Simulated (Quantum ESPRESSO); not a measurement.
# λ and ρ(T) of Rh (Fm-3m) from pw.x, ph.x and EPW, part 3 of 4

Wanted: λ, Tc and ρ(T) of Rh (Fm-3m) from Quantum ESPRESSO and EPW.

Quantum ESPRESSO 7.5; DFT PBEsol, scalar-relativistic, plane waves, PseudoDojo 0.4.1 norm-conserving pseudopotentials.

So far. Step 3 (Ground state): The Fermi level lies at 23.00 eV and the pressure is -0.025 GPa. Step 4 (Phonons on the coarse mesh): The lowest mode off the zone centre lies at 103 cm⁻¹ and the highest of all solved modes at 252 cm⁻¹, so the solved wavevectors are stable. The acoustic modes at the centre lie within 18 cm⁻¹ of zero before the sum rule is imposed.

## Step 7: Wannier functions and couplings

Projections Rh s, p, d start 9 Wannier functions; states up to 2.5 eV over the Fermi level are frozen, and the projected functions are kept without the localisation step. Hamiltonian, force constants and couplings go to real space.

epw1.in reads:

```
--
&inputepw
   prefix = 'x'
   outdir = './tmp'
   dvscf_dir = './save'
   elph = .true.
   etf_mem = 1
   nbndsub = 9
   bands_skipped = 'exclude_bands = 1-4'
   use_ws = .true.
   vme = 'wannier'
   asr_typ = 'crystal'
   nk1 = 8
   nk2 = 8
   nk3 = 8
   nq1 = 4
   nq2 = 4
   nq3 = 4
   amass(1) = 102.9055
   epwwrite = .true.
   epwread = .false.
   wannierize = .true.
   num_iter = 0
   dis_win_max = 63.0
   dis_froz_max = 25.5
   proj(1) = 'Rh:s;p;d'
   wdata(1) = 'dis_num_iter = 600'
   wdata(2) = 'guiding_centres = .true.'
   wdata(3) = 'num_print_cycles = 50'
   wdata(4) = 'dis_mix_ratio = 0.7'
   band_plot = .true.
   filkf = 'path.dat'
   filqf = 'path.dat'
   fsthick = 100.0
   efermi_read = .true.
   fermi_energy = 22.9995
/
```

Launch:

```console
$ OMP_NUM_THREADS=1 mpirun -n 8 epw.x -nk 8 -in epw1.in > epw1.out
```

The program printed:

```text
[the first part of the log is left out]
     Number of WS vectors for phonons       93
     Number of WS vectors for electron-phonon       93
     Maximum number of cores for efficient parallelization       93
     Inside velocity step 1
     Velocity matrix elements calculated
     Writing Hamiltonian, Dynamical matrix and EP vertex in Wann rep to file
     ===================================================================
     Memory usage:  VmHWM =       262Mb
                   VmPeak =       736Mb
     ===================================================================
     Using q-mesh file: path.dat
     WARNING: q-point weigths do not add up to 1 [loadqmesh_serial]
     Size of q point mesh for interpolation:         45
     Using k-mesh file: path.dat
     WARNING: k-point weigths do not add up to 1 [loadkmesh_para]
     Size of k point mesh for interpolation:         45
     Fermi energy coarse grid =  23.069362 eV
     ===================================================================
     Fermi energy is read from the input file: Ef =  22.999500 eV
     ===================================================================
     Skipping    4 occupied bands:
     The Fermi level will be determined with   9.00000 electrons
              ibndmin =     1  ebndmin =    14.851 eV
              ibndmax =     9  ebndmax =    55.586 eV
     Number of ep-matrix elements per pool :         1458 ~=   11.39 Kb (@ 8 bytes/ DP)
     We only need to compute       45 q-points
     ===================================================================
     Memory usage:  VmHWM =       262Mb
                   VmPeak =       736Mb
     ===================================================================
```

Wall time 4.8 min (8 MPI ranks of Arm Neoverse V2, shared host).

Numbers from this step:

```
r.m.s. error of the interpolated bands from 2 eV under to 1 eV over the Fermi level : 6.2 meV
largest error in that range                                                         : 39.3 meV
lowest interpolated frequency on the path                                           : 0 cm⁻¹
```

Electronic bands along the path, in eV, zero at the Fermi level; # counts the bands kept:

```tsv
point	#1	#2	#3	#4	#5	#6	#7	#8
K	-5.66	-4.89	-2.12	-0.68	0.42	7.98	8.70	12.23
0.47 of the way	-5.08	-4.12	-3.11	-1.96	-1.75	1.30	15.03	16.56
Γ	-8.15	-3.16	-3.16	-3.16	-0.98	-0.98	16.13	21.64
halfway	-6.34	-3.30	-2.78	-2.78	-0.82	-0.82	15.25	17.73
L	-6.29	-3.23	-3.23	0.63	0.63	0.66	8.80	15.62
halfway	-5.14	-4.26	-2.73	-2.04	0.42	5.49	8.58	16.23
W	-5.16	-3.90	-3.90	-1.21	1.06	9.74	9.74	11.41
0.43 of the way	-5.78	-5.38	-1.77	-0.39	1.05	6.63	11.77	12.19
X	-6.49	-6.12	0.61	1.05	1.05	3.24	12.47	13.43
```

The same for Wannier interpolation:

```tsv
point	#1	#2	#3	#4	#5	#6	#7	#8
K	-5.66	-4.89	-2.12	-0.68	0.42	8.49	9.04	13.50
Γ	-8.15	-3.16	-3.16	-3.16	-0.98	-0.98	29.32	29.32
L	-6.29	-3.23	-3.23	0.63	0.63	0.66	8.98	22.19
W	-5.16	-3.90	-3.90	-1.21	1.06	10.22	10.22	11.42
X	-6.49	-6.12	0.61	1.05	1.05	3.43	13.32	13.47
```

The first set of electronic bands as a text plot (rows in eV, shown from -8.0 to 8.0 only):

```
    7.7 |**                                         *     *
    7.0 |
    6.3 |  *                                      **       **
    5.7 |                                        *           *
    5.0 |   *
    4.3 |    **                                 *             *
    3.7 |                                      *               *
    3.0 |      *                                                *
    2.3 |       *                            **
    1.7 |                                   *
    1.0 |        *                                   ************
    0.3 |**       **                   **************         ***
   -0.3 |  **       **              *** *   *              ****
   -1.0 |**  ***      **************   *     **      ******  *
   -1.7 |  *************                       *  ***      **
   -2.3 |*        ****                *         **        *
   -3.0 | **     ******************************* ***     *
   -3.7 |   *****   *****      ****          ****   *****
   -4.3 | ** *******                             *****   *
   -5.0 |* **   **                               **********
   -5.7 |**       **                           **         *****
   -6.3 |           **             ************              ****
   -7.0 |             **        ***
   -7.7 |               **    **
         K                 Γ               L            W       X
```

Phonon branches along the path, in cm⁻¹:

```tsv
point	branch 1	branch 2	branch 3
K	182	213	224
0.47 of the way	125	153	227
Γ	0	0	0
halfway	104	104	206
L	148	148	252
halfway	166	187	236
W	198	213	213
0.43 of the way	197	200	232
X	197	197	247
```

The phonon branches as a text plot (rows in cm⁻¹):

```
    247 |                              *********              ***
    237 |    ****                     *         **         ***
    226 |* **    *                  **            ***     *
    216 |**       **                                 *****
    205 |  *                       *                **   ****
    195 |   *       *                             **  ***********
    184 |*   **                   *              *  **
    174 | **   *     *                          * **
    163 |   *   *                              ***
    152 |    **  *    **        **         *****
    142 |      *  **                    ***
    131 |       *                     **
    121 |        *  *   *      *    **
    110 |         **
    100 |           **             *
     89 |            ***          *
     79 |                *    * **
     68 |             ***
     58 |                      *
     47 |               **   *
     37 |                **   *
     26 |                 *
     16 |                 *  *
      5 |                  **
         K                 Γ               L            W       X
```

Near the Fermi level the interpolated bands miss those of pw.x by 6 meV r.m.s. and 39 meV at most, each level matched to the nearest interpolated one; the r.m.s. value is under the 60 meV set for going on.

## Step 8: Coupling and Tc: fine k 20×20×20, q 10×10×10, width 0.15 eV, window 0.61 eV

The couplings are interpolated to a fine mesh near the Fermi level; their sum gives α²F and λ, and the linearised gap equation gives Tc.

a2f-1.in reads:

```
--
&inputepw
   prefix = 'x'
   outdir = './tmp'
   dvscf_dir = './save'
   elph = .true.
   etf_mem = 1
   nbndsub = 9
   bands_skipped = 'exclude_bands = 1-4'
   use_ws = .true.
   vme = 'wannier'
   asr_typ = 'crystal'
   nk1 = 8
   nk2 = 8
   nk3 = 8
   nq1 = 4
   nq2 = 4
   nq3 = 4
   amass(1) = 102.9055
   epwwrite = .false.
   epwread = .true.
   wannierize = .false.
   nkf1 = 20
   nkf2 = 20
   nkf3 = 20
   nqf1 = 10
   nqf2 = 10
   nqf3 = 10
   mp_mesh_k = .true.
   ephwrite = .true.
   eliashberg = .true.
   liso = .true.
   limag = .true.
   tc_linear = .true.
   tc_linear_solver = 'lapack'
   fsthick = 0.61
   degaussw = 0.15
   degaussq = 0.5
   nqstep = 500
   muc = 0.13
   wscut = 0.3
   nsiter = 500
   nstemp = 7
   temps = 0.5 1.0 2.0 4.0 8.0 16.0 32.0
/
```

Launch:

```console
$ OMP_NUM_THREADS=1 mpirun -n 8 epw.x -nk 8 -in a2f-1.in > a2f-1.out
```

The program printed:

```text
[the first part of the log is left out]
            Electron smearing (eV) =    0.150000000000000D+00
                 Fermi window (eV) =    0.610000000000000D+00
     Finish writing .ephmat files
     ===================================================================
     Memory usage:  VmHWM =        47Mb
                   VmPeak =       524Mb
     ===================================================================
     Finish writing dos file x.dos
     Finish writing phdos files x.phdos and x.phdos_proj
     ===================================================================
     Solve isotropic Eliashberg equations
     ===================================================================
     Finish reading freq file
                  Fermi level (eV) =     2.3033904958E+01
     DOS(states/spin/eV/Unit Cell) =     5.4445726921E-01
            Electron smearing (eV) =     1.5000000000E-01
                 Fermi window (eV) =     6.1000000000E-01
     Nr irreducible k-points within the Fermi shell =       185 out of       256
           4 bands within the Fermi window
     Finish reading egnv file
     Max nr of q-points =       802
     Finish reading ikmap files
     Start reading .ephmat files
     Finish reading .ephmat files
     a2f file is not found to estimate initial gap: calculating a2f files
     Finish reading a2f file
     Electron-phonon coupling strength =    0.3964941
     Estimated Tc using McMillan expression =   0.4438 K for muc =   0.1300
     Estimated Tc using Allen-Dynes modified McMillan expression =   0.4493 K
     Estimated Tc using SISSO machine learning model =   0.4960 K
     Estimated w_log =  22.4432 meV
     Estimated BCS superconducting gap using McMillan Tc =   0.0673 meV
     WARNING WARNING WARNING
     The code may crash since tempsmin =    0.500 K is larger than McMillan Tc =     0.444 K
     Start: Solving (isotropic) linearized Eliashberg equation with solver = lapack
     For the first Temp.    0.50  K
       Total number of frequency points nsiw(     1) =   1108
       Cutoff frequency wscut =     0.3001
     Superconducting transition temp. Tc is the one which has Max. eigenvalue close to 1
      -----------------------------------------------------------------
             Temp.       Max.         nsiw     wscut    Nr. of iters
             (K)       eigenvalue    (itemp)   (eV)      to Converge
      -----------------------------------------------------------------
             0.50      1.1934209     1108      0.3001        1
             1.00      1.0127096      554      0.3002        1
             2.00      0.8333182      277      0.3005        1
             4.00      0.6560926      139      0.3021        1
             8.00      0.4812553       69      0.3010        1
            16.00      0.3123729       35      0.3075        1
            32.00      0.1536192       17      0.3032        1
      -----------------------------------------------------------------
     Finish: Solving (isotropic) linearized Eliashberg equation
```

The job ended after 2.1 min (8 MPI ranks; 14 min of CPU time).

Numbers from this step:

```
coupling constant λ                  : 0.3965
log mean phonon energy ħω_log        : 22.44 meV
density of states at the Fermi level : 0.5445 states/eV a spin and cell
Fermi level on the fine mesh         : 23.03 eV
```

The a2F by phonon energy; read off at these points:

```tsv
phonon energy (meV)	a2F
4.0	0
5.0	0.00111
6.0	0.00234
7.0	8.8e-4
8.0	0.00320
9.0	0.00119
10.0	0.00466
11.0	0.0219
12.0	0.0189
13.0	0.00637
14.0	0.0207
15.0	0.0780
16.0	0.0554
17.0	0.0941
18.0	0.209
19.0	0.261
19.3	0.288
20.0	0.236
21.0	0.357
21.6	0.410
22.0	0.379
23.0	0.376
24.0	0.490
24.3	0.540
25.0	0.307
26.0	0.172
27.0	0.222
28.0	0.290
28.7	0.557
29.0	0.529
30.0	0.349
31.0	0.0600
32.0	5.2e-4
33.0	0
```

Tc lies where the eigenvalue is 1; mu* = 0.13. Eigenvalue against temperature:

```tsv
T (K)	largest eigenvalue of the linearised gap equation
0.5	1.193
1	1.013
2	0.8333
4	0.6561
8	0.4813
16	0.3124
32	0.1536
```

λ = 0.396 and ħω_log = 22.4 meV. The eigenvalue passes 1 near 1.1 K.

## Step 9: Resistivity: fine k 24×24×24, q 12×12×12, adaptive width, window 0.32 eV

The Boltzmann equation is solved by iteration on a fine mesh; only states within the window around the Fermi level enter.

bte-1.in reads:

```
--
&inputepw
   prefix = 'x'
   outdir = './tmp'
   dvscf_dir = './save'
   elph = .true.
   etf_mem = 1
   nbndsub = 9
   bands_skipped = 'exclude_bands = 1-4'
   use_ws = .true.
   vme = 'wannier'
   asr_typ = 'crystal'
   nk1 = 8
   nk2 = 8
   nk3 = 8
   nq1 = 4
   nq2 = 4
   nq3 = 4
   amass(1) = 102.9055
   epwwrite = .false.
   epwread = .true.
   wannierize = .false.
   nkf1 = 24
   nkf2 = 24
   nkf3 = 24
   nqf1 = 12
   nqf2 = 12
   nqf3 = 12
   mp_mesh_k = .true.
   scattering = .true.
   iterative_bte = .true.
   epmatkqread = .false.
   assume_metal = .true.
   int_mob = .false.
   carrier = .false.
   ngaussw = -99
   mob_maxiter = 200
   broyden_beta = 0.7
   fsthick = 0.32
   degaussw = 0.0
   nstemp = 6
   temps = 150 200 273 300 400 500
   restart = .false.
   selecqread = .false.
/
```

Launch:

```console
$ OMP_NUM_THREADS=1 mpirun -n 8 epw.x -nk 8 -in bte-1.in > bte-1.out
```

The program printed:

```text
[the first part of the log is left out]
     =============================================================================================
     Start solving iterative Boltzmann Transport Equation
     =============================================================================================
     Iteration number:         1
     =============================================================================================
       Temp     Fermi        DOS        Population SR                 Conductivity
        [K]      [eV]    [states/Ry] [carriers per cell]               [Ohm.cm]^-1
     =============================================================================================
      150.000  23.0302   0.11163E+02   0.35527E-14    0.319587E+06    0.139203E-12   -0.700467E-12
                                      -0.53152E-14   -0.477909E-12    0.319587E+06    0.409161E-11
                                      -0.48425E-14   -0.476255E-12    0.151898E-11    0.319587E+06
      200.000  23.0312   0.70692E+01   0.17902E-14    0.249510E+06    0.223251E-12   -0.222417E-12
                                      -0.27894E-14    0.781924E-12    0.249510E+06    0.234959E-11
                                      -0.90151E-15    0.669766E-12   -0.101119E-11    0.249510E+06
      273.000  23.0317   0.48684E+01   0.00000E+00    0.192613E+06   -0.224132E-12    0.444728E-12
                                      -0.27063E-14    0.138437E-12    0.192613E+06    0.896504E-12
                                       0.61065E-14    0.928046E-13   -0.753801E-12    0.192613E+06
      300.000  23.0317   0.49764E+01   0.87430E-15    0.178472E+06    0.560311E-13   -0.166364E-12
                                      -0.32048E-14    0.832812E-13    0.178472E+06    0.782683E-12
                                       0.33447E-14    0.227638E-12    0.788383E-12    0.178472E+06
      400.000  23.0310   0.79957E+01   0.44409E-15    0.142045E+06    0.182105E-12   -0.164603E-12
                                      -0.23614E-15    0.980552E-13    0.142045E+06   -0.910581E-13
                                      -0.98487E-15   -0.525186E-13   -0.781812E-12    0.142045E+06
      500.000  23.0299   0.11744E+02  -0.41633E-15    0.119371E+06   -0.666186E-13    0.630344E-13
                                      -0.27078E-16   -0.190857E-12    0.119371E+06   -0.453067E-13
                                       0.15548E-14    0.147094E-12    0.368493E-12    0.119371E+06
                                                      0.319587E+06    Max error
     [...]
     Iteration number:        24
     =============================================================================================
       Temp     Fermi        DOS        Population SR                 Conductivity
        [K]      [eV]    [states/Ry] [carriers per cell]               [Ohm.cm]^-1
     =============================================================================================
      150.000  23.0302   0.11163E+02  -0.35527E-14    0.326364E+06    0.196110E-12   -0.196178E-12
                                       0.69389E-14    0.222485E-12    0.326364E+06    0.393206E-12
                                       0.13886E-14   -0.670615E-12    0.173785E-11    0.326364E+06
      200.000  23.0312   0.70692E+01  -0.13878E-16    0.254749E+06   -0.448253E-12   -0.414494E-16
                                       0.00000E+00    0.954396E-12    0.254749E+06    0.280520E-11
                                      -0.22199E-14   -0.225863E-12    0.252492E-11    0.254749E+06
      273.000  23.0317   0.48684E+01   0.27756E-16    0.196821E+06   -0.542773E-13   -0.113838E-12
                                       0.13463E-14    0.112172E-12    0.196821E+06    0.104703E-11
                                       0.15411E-14    0.112071E-12   -0.100594E-11    0.196821E+06
      300.000  23.0317   0.49764E+01   0.00000E+00    0.182380E+06    0.506037E-12   -0.164609E-12
                                      -0.30666E-14    0.197971E-12    0.182380E+06    0.121168E-11
                                      -0.46486E-14    0.113823E-12   -0.103221E-11    0.182380E+06
      400.000  23.0310   0.79957E+01  -0.27756E-16    0.145191E+06    0.245138E-12   -0.234639E-12
                                       0.72181E-15    0.700394E-13    0.145191E+06    0.537559E-12
                                       0.24157E-14   -0.238125E-12    0.402697E-13    0.145191E+06
      500.000  23.0299   0.11744E+02   0.00000E+00    0.122061E+06   -0.631180E-13   -0.350219E-14
                                      -0.11097E-15   -0.204865E-12    0.122061E+06   -0.572572E-12
                                       0.97238E-15    0.280253E-13    0.128670E-12    0.122061E+06
                                                      0.700529E-06    Max error
```

The job ended after 2.3 min (8 MPI ranks; 16 min of CPU time).

Numbers from this step:

| Item | Value |
| --- | --- |
| iterations | 24 |
| resistivity at 300 K | 5.483 μΩ cm |

Resistivity, by row:

```tsv
T (K)	rho_xx (μΩ cm)	rho_yy	rho_zz	relaxation-time approximation, mean of the axes (μΩ cm)
150	3.064	3.064	3.064	3.146
200	3.925	3.925	3.925	3.999
273	5.081	5.081	5.081	5.144
300	5.483	5.483	5.483	5.537
400	6.888	6.888	6.888	6.887
500	8.193	8.193	8.193	8.128
```

ρ(300 K) = 5.48 μΩ cm; the relaxation-time start gave 5.54. One mesh does not show convergence. The largest adaptive width printed is 0.71 eV, against a window of 0.32 eV outside which no state is counted.

(Continued in part 4 of 4.)

[The logs of pw.x and epw.x are selected lines.]

[Logs are printed without paths, hosts, clocks, repeated set-up lines and the standing remarks that a program may print on its own settings, such as how far it seeks lower states.]

[Hosts, paths, dates, database ids (printed as entryN), source tags and the programs' standing remarks are cut or masked in the printed files.]
